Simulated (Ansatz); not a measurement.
**OH on Ni(100): change of the work function**

Aim: the work function of Ni(100) at several coverages of OH (top site), and the dipole that each adsorbate carries.

Method: plane-wave DFT, PBEsol, Ansatz PAW, in Ansatz 0.2.0.

### Step 1. Starting point

The cell holds 4 atoms: 4 Ni. Cell: a = 2.489 Å, b = 2.489 Å, c = 23.280 Å, α = 90.0°, β = 90.0°, γ = 90.0°. Vacuum lies along c.

### Step 2. The clean slab

The bare slab comes first, as the zero from which every change is counted. The two lowest layers are held at bulk places and the upper ones relax. The dipole correction removes the false field that a one-sided slab makes across the periodic vacuum, so each face gets a flat vacuum level of its own.

input.yaml

```yaml
crystal:
  lattice:
    - [2.4890158698, 0.0, 0.0]
    - [0.0, 2.4890158698, 0.0]
    - [0.0, 0.0, 23.28]
  atoms:
    - { symbol: Ni, position: [0.5, 0.5, 0.3865979381], spin: 0.7 }
    - { symbol: Ni, position: [0.0, 0.0, 0.4621993127], spin: 0.7 }
    - { symbol: Ni, position: [0.5, 0.5, 0.5378006873], spin: 0.7 }
    - { symbol: Ni, position: [0.0, 0.0, 0.6134020619], spin: 0.7 }
magnetization:
  spin_polarized: true
kpoints:
  mp_grid: { grid: [12, 12, 1] }
hamiltonian:
  xc: pbesol
scf:
  occupations: { method: fermi_dirac, width: 0.1 }
  convergence: { dr2_threshold: 1.0e-08 }
efield:
  axis: 3
  dipole_correction: true
  ramp_position: 0.97
  ramp_width: 0.06
relax:
  f_tol: 0.02
  max_steps: 60
  constraints: [{ sites: [0, 1] }]
output:
  write_potential: true
  write_density: true
  volumetric_format: npy
```

The run is started by

```
> ansatz run input.yaml --threads 4 --pin off --max-ram 12288MiB --backend cpu --events-out ev --progress --plain --runs-dir out
```

Numbers of over 12 decimals in the logs are rounded to 6 here.

Log:

```text
Engine: ansatz 0.2.0, aarch64-unknown-linux-gnu
Pseudopotentials: kind: paw
Pseudopotential: Ni, paw, valence charge 18, recommended cutoff 420 eV (normal), Ni.paw.azcp
Functional definition: PBEsol
  exchange = pbesol_x
  correlation = pbesol_c
Crystal: 4 atoms, lattice volume = 144.224 Å³
Basis set: ecut = 420 eV, 2797 PW (Γ), exchange–correlation on 36×36×320 points (8 copies of the dense FFT grid, shifted against one another)
Bands: 45, of which v1, the nominal top of the filled ones, is band 36 counted from 1 (35 counted from 0)
Symmetry: 8 space group operations
k-points: 28 of 144
Non-local potential: Ni, projectors of the file, l = 0: 3, l = 1: 2, l = 2: 3, l = 3: 1
PAW form: soft (Blöchl's): semilocal exchange-correlation on the pseudo side does not see the compensation charge
PAW frozen core: Ni, regenerated for the run's functional, and the local potential with it (the file was generated under x = pbe(κ = 0.804, μ = 0.219515), c = pbe(β = 0.066725))
PAW one-centre angular grid: Ni, 590 points (default); XC on 64 Gauss nodes
Initial density: superposition of atomic densities (neutral atoms: chi_scale 0, normalization atom)
Starting moments: Σ|m| = 2.8 μB on 4 of 4 sites
Initial wavefunctions: pseudopotential atomic-orbital guess
Functional: x = pbesol(κ = 0.804, μ = 0.123457), c = pbesol(β = 0.046)
SCF iter   1: F=—  HF=-23214.339616 eV  |F-HF|=—  |Δ(HF+E_count)|=         —  Δρ=2.78e-2 (↑1.31e-2 ↓2.78e-2)  dr2=3.99e0  dr2_m=2.39e-1  M=2.995 μB ∫|m|=3.117 μB  β_m=1.00  ethr=3.10e-3  p=-0.000 e·Å  D=-6.64e-14 V/Å  ΔV_dip=0.00 eV  dr2_dipole=1.44e-9  V_vac-E_F(+/−)=7.18/7.18 eV  ⟨swp⟩=12.3  Hψ=13439  notcnv=0  defer=21
Mixer restart at iter 1: flushing history
efield: sawtooth ramp at fractional position 0.9700 (set: `efield.ramp_position`, or a place that a band, a saddle search or an elastic batch's reference lends), width 0.0600; the density the first Hamiltonian is built on has a dipole p = -0.000 e·Å; the dipole correction subtracts the counter field D = -6.64e-14 V/Å, which shifts the + side's vacuum level by +0.00 eV against the − side's; the planar-averaged density in the ramp window peaks in size at 2.1e-5 e/Å³
preconditioner: auto → LDOS  [metal: Δε(μ)=0.011 eV  Ē_g=6.968 eV  σ=0.100 eV  W_gap=0.03  n_scr=18 (ndim 8)  ℏωp=19.6 eV  f_vac=0.627  D(μ)=8.48/eV (n_scr^D=84)]
spin=Collinear: LDOS preconditioning applied to the charge; magnetization (m = ρ↑ − ρ↓) channel mixes plain (no charge-response kernel on spin).
SCF iter   2: F=—  HF=-23214.575968 eV  |F-HF|=—  |Δ(HF+E_count)|=   2.36e-1  Δρ=1.29e-2 (↑1.29e-2 ↓9.56e-3)  dr2=7.23e-1  dr2_m=6.82e-3  M=2.952 μB ∫|m|=3.204 μB  β_m=0.32  ethr=3.10e-3  p=-0.001 e·Å  D=-6.71e-4 V/Å  ΔV_dip=0.02 eV  dr2_dipole=6.80e-4  V_vac-E_F(+/−)=6.35/6.33 eV  ⟨swp⟩=2.6  Hψ=4472  notcnv=0  defer=71
density mixer auto → msr1: a metal under ldos (density of states about μ 3.98 of a free-electron gas's, 18 screened modes)
SCF iter   3: F=—  HF=-23215.968312 eV  |F-HF|=—  |Δ(HF+E_count)|=    1.39e0  Δρ=6.00e-3 (↑6.00e-3 ↓4.54e-3)  dr2=1.66e-1  dr2_m=4.90e-3  M=2.950 μB ∫|m|=3.219 μB  β_m=0.48  ethr=1.00e-3  p=0.000 e·Å  D=2.18e-5 V/Å  ΔV_dip=-0.00 eV  dr2_dipole=4.85e-4  V_vac-E_F(+/−)=5.91/5.91 eV  ⟨swp⟩=2.8  Hψ=4216  notcnv=0  defer=71
SCF iter   4: F=—  HF=-23217.420020 eV  |F-HF|=—  |Δ(HF+E_count)|=         —  Δρ=5.52e-3 (↑5.52e-3 ↓4.63e-3)  dr2=9.45e-2  dr2_m=3.05e-3  M=2.917 μB ∫|m|=3.244 μB  β_m=0.48  ethr=2.30e-4  p=0.000 e·Å  D=3.59e-4 V/Å  ΔV_dip=-0.01 eV  dr2_dipole=3.04e-4  V_vac-E_F(+/−)=5.39/5.40 eV  ⟨swp⟩=3.4  Hψ=4749  notcnv=0  defer=72
SCF iter   5: F=—  HF=-23217.750355 eV  |F-HF|=—  |Δ(HF+E_count)|=   3.30e-1  Δρ=4.04e-3 (↑1.92e-3 ↓4.04e-3)  dr2=3.38e-2  dr2_m=2.91e-3  M=2.838 μB ∫|m|=3.176 μB  β_m=0.74  ethr=1.31e-4  p=0.000 e·Å  D=4.80e-4 V/Å  ΔV_dip=-0.01 eV  dr2_dipole=7.73e-6  V_vac-E_F(+/−)=5.22/5.23 eV  ⟨swp⟩=2.3  Hψ=4104  notcnv=0  defer=81
SCF iter   6: F=—  HF=-23217.843585 eV  |F-HF|=—  |Δ(HF+E_count)|=   9.32e-2  Δρ=3.04e-3 (↑1.32e-3 ↓3.04e-3)  dr2=1.67e-2  dr2_m=1.29e-3  M=2.762 μB ∫|m|=3.106 μB  β_m=0.87  ethr=4.70e-5  p=-0.000 e·Å  D=-2.91e-5 V/Å  ΔV_dip=0.00 eV  dr2_dipole=1.37e-5  V_vac-E_F(+/−)=5.09/5.08 eV  ⟨swp⟩=2.0  Hψ=4148  notcnv=0  defer=90
SCF iter   7: F=—  HF=-23217.844991 eV  |F-HF|=—  |Δ(HF+E_count)|=   1.41e-3  Δρ=1.70e-3 (↑1.46e-3 ↓1.70e-3)  dr2=8.81e-3  dr2_m=1.05e-4  M=2.756 μB ∫|m|=3.103 μB  β_m=0.65  ethr=2.32e-5  p=0.000 e·Å  D=3.49e-4 V/Å  ΔV_dip=-0.01 eV  dr2_dipole=9.08e-5  V_vac-E_F(+/−)=4.99/5.00 eV  ⟨swp⟩=2.2  Hψ=4553  notcnv=0  defer=98
SCF iter   8: F=—  HF=-23217.842891 eV  |F-HF|=—  |Δ(HF+E_count)|=   2.10e-3  Δρ=4.22e-4 (↑1.74e-4 ↓4.22e-4)  dr2=1.54e-4  dr2_m=9.78e-5  M=2.755 μB ∫|m|=3.101 μB  β_m=0.80  ethr=1.22e-5  p=-0.000 e·Å  D=-1.42e-5 V/Å  ΔV_dip=0.00 eV  dr2_dipole=3.29e-9  V_vac-E_F(+/−)=5.02/5.02 eV  ⟨swp⟩=2.0  Hψ=3911  notcnv=0  defer=97
SCF iter   9: F=—  HF=-23217.842915 eV  |F-HF|=—  |Δ(HF+E_count)|=   2.35e-5  Δρ=2.09e-4 (↑1.28e-4 ↓2.09e-4)  dr2=1.29e-4  dr2_m=4.62e-6  M=2.754 μB ∫|m|=3.102 μB  β_m=0.74  ethr=2.14e-7  p=0.000 e·Å  D=9.35e-5 V/Å  ΔV_dip=-0.00 eV  dr2_dipole=2.44e-7  V_vac-E_F(+/−)=5.00/5.01 eV  ⟨swp⟩=3.1  Hψ=5337  notcnv=0  defer=97
SCF iter  10: F=—  HF=-23217.842909 eV  |F-HF|=—  |Δ(HF+E_count)|=   6.20e-6  Δρ=1.75e-4 (↑1.07e-4 ↓1.75e-4)  dr2=6.51e-5  dr2_m=1.89e-6  M=2.754 μB ∫|m|=3.102 μB  β_m=0.59  ethr=1.79e-7  p=-0.000 e·Å  D=-7.58e-5 V/Å  ΔV_dip=0.00 eV  dr2_dipole=2.27e-7  V_vac-E_F(+/−)=5.00/5.00 eV  ⟨swp⟩=2.0  Hψ=3995  notcnv=0  defer=97
SCF iter  11: F=—  HF=-23217.842895 eV  |F-HF|=—  |Δ(HF+E_count)|=   1.41e-5  Δρ=3.95e-5 (↑3.95e-5 ↓2.60e-5)  dr2=2.43e-6  dr2_m=6.32e-7  M=2.754 μB ∫|m|=3.102 μB  β_m=0.53  ethr=9.04e-8  p=0.000 e·Å  D=7.72e-6 V/Å  ΔV_dip=-0.00 eV  dr2_dipole=2.35e-11  V_vac-E_F(+/−)=5.00/5.00 eV  ⟨swp⟩=2.0  Hψ=3539  notcnv=0  defer=97
SCF iter  12: F=—  HF=-23217.842894 eV  |F-HF|=—  |Δ(HF+E_count)|=   3.15e-7  Δρ=8.97e-6 (↑8.42e-6 ↓8.97e-6)  dr2=3.42e-7  dr2_m=2.68e-8  M=2.754 μB ∫|m|=3.102 μB  β_m=0.66  ethr=3.37e-9  p=0.000 e·Å  D=2.59e-6 V/Å  ΔV_dip=-0.00 eV  dr2_dipole=1.17e-8  V_vac-E_F(+/−)=5.00/5.00 eV  ⟨swp⟩=3.0  Hψ=4958  notcnv=0  defer=97
SCF iter  13: F=—  HF=-23217.842895 eV  |F-HF|=—  |Δ(HF+E_count)|=   2.22e-7  Δρ=3.61e-6 (↑3.54e-6 ↓3.61e-6)  dr2=5.25e-8  dr2_m=2.07e-9  M=2.754 μB ∫|m|=3.102 μB  β_m=0.68  ethr=4.75e-10  p=-0.000 e·Å  D=-1.46e-6 V/Å  ΔV_dip=0.00 eV  dr2_dipole=9.13e-10  V_vac-E_F(+/−)=5.00/5.00 eV  ⟨swp⟩=1.6  Hψ=3036  notcnv=0  defer=97
[...]
preconditioner: auto → LDOS  [metal: Δε(μ)=0.004 eV  Ē_g=6.981 eV  σ=0.100 eV  W_gap=0.01  n_scr=10 (ndim 8)  ℏωp=19.6 eV  f_vac=0.646  D(μ)=7.36/eV (n_scr^D=74)]
spin=Collinear: LDOS preconditioning applied to the charge; magnetization (m = ρ↑ − ρ↓) channel mixes plain (no charge-response kernel on spin).
SCF iter   2: F=—  HF=-23217.895997 eV  |F-HF|=—  |Δ(HF+E_count)|=   8.63e-5  Δρ=2.42e-4 (↑2.42e-4 ↓1.99e-4)  dr2=2.52e-4  dr2_m=6.43e-6  M=2.725 μB ∫|m|=3.063 μB  β_m=0.31  ethr=3.04e-6  p=0.000 e·Å  D=3.97e-4 V/Å  ΔV_dip=-0.01 eV  dr2_dipole=5.98e-5  V_vac-E_F(+/−)=4.98/4.99 eV  ⟨swp⟩=1.7  Hψ=3428  notcnv=0  defer=101
density mixer auto → msr1: a metal under ldos (density of states about μ 3.64 of a free-electron gas's, 18 screened modes)
SCF iter   3: F=—  HF=-23217.896013 eV  |F-HF|=—  |Δ(HF+E_count)|=   1.59e-5  Δρ=1.80e-4 (↑1.80e-4 ↓1.28e-4)  dr2=4.81e-5  dr2_m=1.30e-5  M=2.725 μB ∫|m|=3.063 μB  β_m=0.45  ethr=3.50e-7  p=0.000 e·Å  D=4.24e-4 V/Å  ΔV_dip=-0.01 eV  dr2_dipole=3.03e-6  V_vac-E_F(+/−)=4.98/4.99 eV  ⟨swp⟩=2.1  Hψ=3277  notcnv=0  defer=101
SCF iter   4: F=—  HF=-23217.896038 eV  |F-HF|=—  |Δ(HF+E_count)|=   2.54e-5  Δρ=8.51e-5 (↑8.51e-5 ↓5.88e-5)  dr2=1.38e-5  dr2_m=3.37e-6  M=2.724 μB ∫|m|=3.062 μB  β_m=0.55  ethr=6.68e-8  p=0.000 e·Å  D=2.24e-4 V/Å  ΔV_dip=-0.01 eV  dr2_dipole=2.83e-8  V_vac-E_F(+/−)=4.99/4.99 eV  ⟨swp⟩=2.2  Hψ=3751  notcnv=0  defer=101
SCF iter   5: F=—  HF=-23217.896049 eV  |F-HF|=—  |Δ(HF+E_count)|=   1.12e-5  Δρ=4.87e-5 (↑4.09e-5 ↓4.87e-5)  dr2=4.06e-6  dr2_m=1.86e-6  M=2.723 μB ∫|m|=3.061 μB  β_m=0.63  ethr=1.91e-8  p=0.000 e·Å  D=4.19e-5 V/Å  ΔV_dip=-0.00 eV  dr2_dipole=8.62e-8  V_vac-E_F(+/−)=4.99/4.99 eV  ⟨swp⟩=2.0  Hψ=3605  notcnv=0  defer=101
SCF iter   6: F=—  HF=-23217.896053 eV  |F-HF|=—  |Δ(HF+E_count)|=   3.63e-6  Δρ=4.23e-5 (↑4.23e-5 ↓2.46e-5)  dr2=4.40e-6  dr2_m=7.29e-7  M=2.723 μB ∫|m|=3.061 μB  β_m=0.60  ethr=5.64e-9  p=0.000 e·Å  D=3.97e-6 V/Å  ΔV_dip=-0.00 eV  dr2_dipole=9.85e-7  V_vac-E_F(+/−)=4.99/4.99 eV  ⟨swp⟩=2.4  Hψ=4610  notcnv=0  defer=101
SCF iter   7: F=—  HF=-23217.896053 eV  |F-HF|=—  |Δ(HF+E_count)|=   4.10e-7  Δρ=1.80e-5 (↑1.40e-5 ↓1.80e-5)  dr2=8.80e-7  dr2_m=1.34e-7  M=2.722 μB ∫|m|=3.060 μB  β_m=0.56  ethr=5.64e-9  p=-0.000 e·Å  D=-7.58e-5 V/Å  ΔV_dip=0.00 eV  dr2_dipole=1.21e-7  V_vac-E_F(+/−)=4.99/4.99 eV  ⟨swp⟩=2.6  Hψ=4572  notcnv=0  defer=101
SCF iter   8: F=—  HF=-23217.896053 eV  |F-HF|=—  |Δ(HF+E_count)|=   2.33e-8  Δρ=7.15e-6 (↑7.15e-6 ↓4.84e-6)  dr2=1.15e-7  dr2_m=3.14e-8  M=2.722 μB ∫|m|=3.060 μB  β_m=0.65  ethr=1.22e-9  p=-0.000 e·Å  D=-7.68e-5 V/Å  ΔV_dip=0.00 eV  dr2_dipole=2.44e-8  V_vac-E_F(+/−)=4.99/4.99 eV  ⟨swp⟩=2.5  Hψ=4010  notcnv=0  defer=101
SCF iter   9: F=—  HF=-23217.896053 eV  |F-HF|=—  |Δ(HF+E_count)|=   5.69e-8  Δρ=5.07e-6 (↑1.84e-6 ↓5.07e-6)  dr2=3.61e-8  dr2_m=5.64e-9  M=2.722 μB ∫|m|=3.060 μB  β_m=0.60  ethr=1.59e-10  p=-0.000 e·Å  D=-8.28e-5 V/Å  ΔV_dip=0.00 eV  dr2_dipole=1.03e-9  V_vac-E_F(+/−)=5.00/4.99 eV  ⟨swp⟩=2.1  Hψ=3632  notcnv=0  defer=101
SCF iter  10: F=—  HF=-23217.896053 eV  |F-HF|=—  |Δ(HF+E_count)|=  6.48e-10  Δρ=1.38e-6 (↑1.38e-6 ↓1.14e-6)  dr2=3.21e-9  dr2_m=8.11e-10  M=2.722 μB ∫|m|=3.060 μB  β_m=0.61  ethr=5.02e-11  p=-0.000 e·Å  D=-8.26e-5 V/Å  ΔV_dip=0.00 eV  dr2_dipole=1.27e-11  V_vac-E_F(+/−)=5.00/4.99 eV  ⟨swp⟩=2.4  Hψ=4196  notcnv=0  defer=101
SCF iter  11: F=—  HF=-23217.896053 eV  |F-HF|=—  |Δ(HF+E_count)|=   3.97e-9  Δρ=2.72e-6 (↑4.98e-7 ↓2.72e-6)  dr2=1.83e-8  dr2_m=2.37e-9  M=2.722 μB ∫|m|=3.060 μB  β_m=0.73  ethr=4.45e-12  p=-0.000 e·Å  D=-8.09e-5 V/Å  ΔV_dip=0.00 eV  dr2_dipole=2.71e-9  V_vac-E_F(+/−)=5.00/4.99 eV  ⟨swp⟩=2.5  Hψ=4598  notcnv=0  defer=101
SCF iter  12: F=-23217.896053 eV  HF=-23217.896053 eV  |F-HF|=1.58e-9  |Δ(HF+E_count)|=   4.55e-9  Δρ=7.92e-7 (↑4.14e-7 ↓7.92e-7)  dr2=2.08e-9  dr2_m=1.22e-10  M=2.722 μB ∫|m|=3.060 μB  ethr=4.45e-12  p=-0.000 e·Å  D=-7.89e-5 V/Å  ΔV_dip=0.00 eV  dr2_dipole=3.73e-10  V_vac-E_F(+/−)=5.00/4.99 eV  ⟨swp⟩=6.7  Hψ=15786  notcnv=0
SCF 5 converged in 12 iterations: F = -23217.896053 eV  dr2 = 2.08e-9
relax step   5: F+E_penalty+E_count = -23217.89605327 eV  Δ(F+E_penalty+E_count) = -2.806e-4 eV  max|allowed force component| = 3.000e-3 eV/Å  Δτ_max = 0.0103 Å  (12 SCF iters, accepted)
NSCF: frozen V_eff on 28 k-points
the band table was solved once a step of the walk had ended and its energy, with any forces and stress, was formed, with the checks that follow a solve (14298 applications of the Hamiltonian). They found nothing against the state; the energy, forces and stress were not computed again (output.eigenvalues in the input reference)
WARN: The output density's exchange-correlation potential varies sharply where the density is thin. Do not read a vacuum level from v_tot or v_xc, or from such a field of the output density. On a cell that repeats whose density bears no net charge and no dipole along the vacuum's axis use v_es (v_loc + v_h of the components); under efield.dipole_correction with no amplitude use v_es + v_field, which holds any externa [...]
SCF converged after 12 iterations
Magnetization: 2.7223 μB (37.3612 up, 34.6388 down)
Absolute magnetization: 3.0628 μB (∫|ρ↑−ρ↓|, with the PAW one-centre terms)
Spin contamination: 0.0342 ħ² per cell (⟨S²⟩ above its minimum at these occupations)
Per-site moments (μB) at R_I (Å): [(0.755316, 1.026719), (0.683025, 1.014075), (0.686648, 0.990541), (0.745418, 0.990541)]
Free energy (F): -23217.896053 eV
Harris-Foulkes:  -23217.896053 eV  (|F-HF|=1.58e-9)
Internal energy: -23217.656786 eV  (E = F + TS)
E sigma→0 (E₀):  -23217.776420 eV
Entropy (-TS):   -0.239267 eV (-59.817 meV/atom)
Fermi energy:    2.005402 eV
Dipole field:    D = -0.000048 V/Å  (p = -0.000039 e·Å, saw-weighted, corrected)
Work function:   Φ+ = 4.9947 eV   Φ− = 4.9936 eV
Levels:          The Fermi level and band energies are counted from a zero that moves with the ramp; work functions are not
--- Per-component energies (eV) ---
  E_band       = -2283.220959
  E_kinetic    = 1127.844228
  E_local      = -163213.951089  (includes V_loc(G=0)·N_el)
  E_nonlocal   = 2553.338405
  E_hartree    = 79892.283863
  E_xc         = -334.126175
  E_vxc        = -432.240545  (∫ρ·V_xc dr)
  E_paw        = -6384.765513  (= ΣΔE_a)
  E_vpaw       = -2102.778454  (= ΣTr[D̂ρ^β])
  E_aug_tail   = 0.002095  (compensation charges beyond the density's cutoff)
  E_efield     = 0.000000  (sawtooth field / dipole correction)
  E_vefield    = -0.000186  (∫n·V_field dr)
  E_ewald      = 63140.928244
  E_core_change = 0.789155  (= ΣΔE_core)
  E_smearing   = -0.239267  (= −TS)
  E_closure    = 0.000000  (closes the sum)
  Σ components = -23217.896053   (vs F -23217.896053, Δ=0.00e0)
--- Forces (eV/Å), atoms counted from 1 ---
  atom   1  Ni     0.00000000     0.00000000     0.67141913
  atom   2  Ni    -0.00000000     0.00000000    -0.67027439
  atom   3  Ni    -0.00000000     0.00000000    -0.00299975
  atom   4  Ni    -0.00000000     0.00000000     0.00183204
  max |Σ_I F_I| component: 2.30e-5 eV/Å
--- Band table (eV; the first three rows and the last of 56) ---
  k-point 0 ↑: bands = [... 32 lower, 1.0206, 1.0751, 1.0751, 1.3329, 1.4463, 1.4854, 1.4854, 2.1972, ... 5 higher]
  k-point 1 ↑: bands = [... 32 lower, 0.8421, 0.8611, 1.1811, 1.2512, 1.2648, 1.4108, 1.5108, 2.5653, ... 5 higher]
  k-point 2 ↑: bands = [... 32 lower, 0.7062, 0.7666, 1.1464, 1.1751, 1.3305, 1.4067, 1.5124, 3.3038, ... 5 higher]
  k-point 27 ↓: bands = [... 32 lower, 2.2630, 2.3745, 2.6148, 2.6892, 5.3730, 5.3730, 7.9867, 7.9867, ... 5 higher]
--- Relaxed structure (5 steps of the walk, 4 accepted, 0 SCFs on fresh bases) ---
  F+E_penalty+E_count = -23217.89605327 eV   max|allowed force component| = 3.000e-3 eV/Å
  atoms:
    - { symbol: Ni, position: [0.5, 0.5, 0.386598] }
    - { symbol: Ni, position: [0.0, 0.0, 0.4621993127] }
    - { symbol: Ni, position: [0.5, 0.5, 0.535927] }
    - { symbol: Ni, position: [0, 0.0, 0.606099] }
```

Elapsed: 57 s, on 4 threads of Arm Neoverse V2, shared host; peak memory 0.59 GiB.

Relaxation path:

```
step  energy less that of the first step (eV)  largest force component (eV/Å)
   1                                   0.0000                          0.6919
   2                                  -0.0338                          0.4450
   3                                  -0.0529                          0.0599
   4                                  -0.0528                          0.0417
   5                                  -0.0532                          0.0030
```

Relaxation step 4 was tried and not accepted.

Forces are held to the 8 operations that the run works with; a distortion that breaks them can't arise in this run.

The atoms that moved most (Å):

```
atom     dx     dy      dz  length
 Ni4  0.000  0.000  -0.170   0.170
 Ni3  0.000  0.000  -0.044   0.044
```

Final coordinates:

```cif
data_structure
_symmetry_space_group_name_H-M 'P 1'
_symmetry_Int_Tables_number 1
_cell_length_a 2.4890
_cell_length_b 2.4890
_cell_length_c 23.2800
_cell_angle_alpha 90.000
_cell_angle_beta 90.000
_cell_angle_gamma 90.000
_cell_volume 144.22
loop_
_atom_site_label
_atom_site_type_symbol
_atom_site_fract_x
_atom_site_fract_y
_atom_site_fract_z
_atom_site_occupancy
Ni1 Ni 0.50000 0.50000 0.38660 1
Ni2 Ni 0.00000 0.00000 0.46220 1
Ni3 Ni 0.50000 0.50000 0.53593 1
Ni4 Ni 0.00000 0.00000 0.60610 1
```

Numbers from this step:

| Item | Value |
| --- | --- |
| energy at zero smearing | -23217.7764 eV |
| total moment | 2.722 μB |
| site moments | 0.7553, 0.6830, 0.6866, 0.7454 μB |
| work function, upper face | 4.995 eV |
| dipole along the normal | -3.85e-5 e·Å |

Running mean over 1.76 Å of the planar mean; the ramp of the sawtooth is left out. The electron's electrostatic potential energy less the Fermi level by z:

```
z (Å)  electron's electrostatic potential energy less the Fermi level (eV)
    3                                                                 4.99
    4                                                                 4.99
    5                                                                 4.99
    6                                                                 4.96
    7                                                                 4.51
    8                                                                -1.60
    9                                                                -9.80
   10                                                                -10.2
   11                                                                -10.5
   12                                                                -10.8
   13                                                                -11.5
   14                                                                -10.4
   15                                                                -2.98
   16                                                                 4.35
   17                                                                 4.95
   18                                                                 4.99
   19                                                                 4.99
   20                                                                 4.99
```

Site moment by atom:

```
atom  site moment (μB)
 Ni1             0.755
 Ni2             0.683
 Ni3             0.687
 Ni4             0.745
```

The relaxation took 5 steps and lowered the energy by 0.053 eV; the largest force on the free atoms ends at 0.003 eV/Å.

The work function of the upper face is 4.99 eV.

(Part 1 of 5 ends here.)

[Logs are printed without paths, hosts, clocks, repeated set-up lines and the standing remarks that a program may print on its own settings, such as how far it seeks lower states.]

[Hosts, paths, dates, database ids (printed as entryN), source tags and the programs' standing remarks are cut or masked in the printed files.]

[Maps of the electrostatic potential energy from Ansatz leave out the sawtooth potential of an applied field or a dipole correction, so their vacuum need not be flat; planar profiles and work functions include it.]
